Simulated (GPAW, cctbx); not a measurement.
# ZnGe3P4: what bonding does to one electron reflection, worked out

ZnGe3P4, I-42m (no. 121), a = 5.6980 Å, b = 5.6980 Å, c = 10.6115 Å, α = 90.00°, β = 90.00°, γ = 90.00°.

| atom | mult. | x | y | z |
| --- | --- | --- | --- | --- |
| Ge1 | 4 | 1/2 | 0 | 1/4 |
| Ge2 | 2 | 1/2 | 1/2 | 0 |
| Zn1 | 2 | 0 | 0 | 0 |
| P1 | 8 | 0.7519 | 0.2481 | 0.1251 |

The start was made by putting kin elements into a known structure type; the compound need not exist, or be stable, in this form.

A DFT run (GPAW, PBE, 450 eV, 4×4×4 k-points, Fermi–Dirac width 0.05 eV) gives the static X-ray structure factor of 200 as 120.959 e for the conventional cell; superposed free atoms give 121.698 e. **Problem.** Find the Fourier component V of the crystal potential and the two-beam extinction distance at 300 kV in both cases.

**1. Geometry**

The cell volume is Ω = 344.53 Å³ and d(200) = 2.8490 Å, so g = 1/d = 0.3510 Å⁻¹.

**2. The nuclei**

Electrons feel nuclei as well as electrons, so the nuclear charges are summed with the same phases.

Phase sums Σ exp(2πi h·x), turned so that the total is real and positive: Ge +6.000, Zn +2.000, P -7.998. Then F_Z = 32 × (+6.000) + 30 × (+2.000) + 15 × (-7.998) = 132.03 e. The electron term has the same sign for this reflection.

**3. Mott–Bethe**

Poisson's equation, term by term, gives V = (e/4πε₀)(F_Z − F)/(πΩg²), with e/4πε₀ = 14.3996 V Å.

The prefactor is 14.3996 × 2.8490²/(π × 344.53) = 0.10798 V per electron. Free atoms: (132.03 − 121.698) × 0.10798 = 1.116 V. Crystal: (132.03 − 120.959) × 0.10798 = 1.196 V. F changes by -0.61 % and V by +7.1 %: the same 0.74 e is measured against F_Z − F = 10.3 e in place of F = 121.7 e.

**4. Extinction distance**

In the two-beam case ξ = 1/(λU) with U = 2γm₀eV/h², that is ξ = 150.41 V Å²/(γλV).

At 300 kV, λ = 0.01969 Å and γ = 1.5871. Free atoms: ξ = 4313 Å. Crystal: ξ = 4025 Å. The thickness fringes go as sin²(πt/ξ), so the two patterns slip by a quarter of a period when t|1/ξ₁ − 1/ξ₀| = 1/4, at t ≈ 1508 nm, thicker than usual samples. Thermal motion, absorption and many-beam coupling, left out here, change a real pattern.

**5. Answer**

V(200) is 1.20 V against 1.12 V, and ξ is 4025 against 4313 Å. Limits: static atoms, two beams.
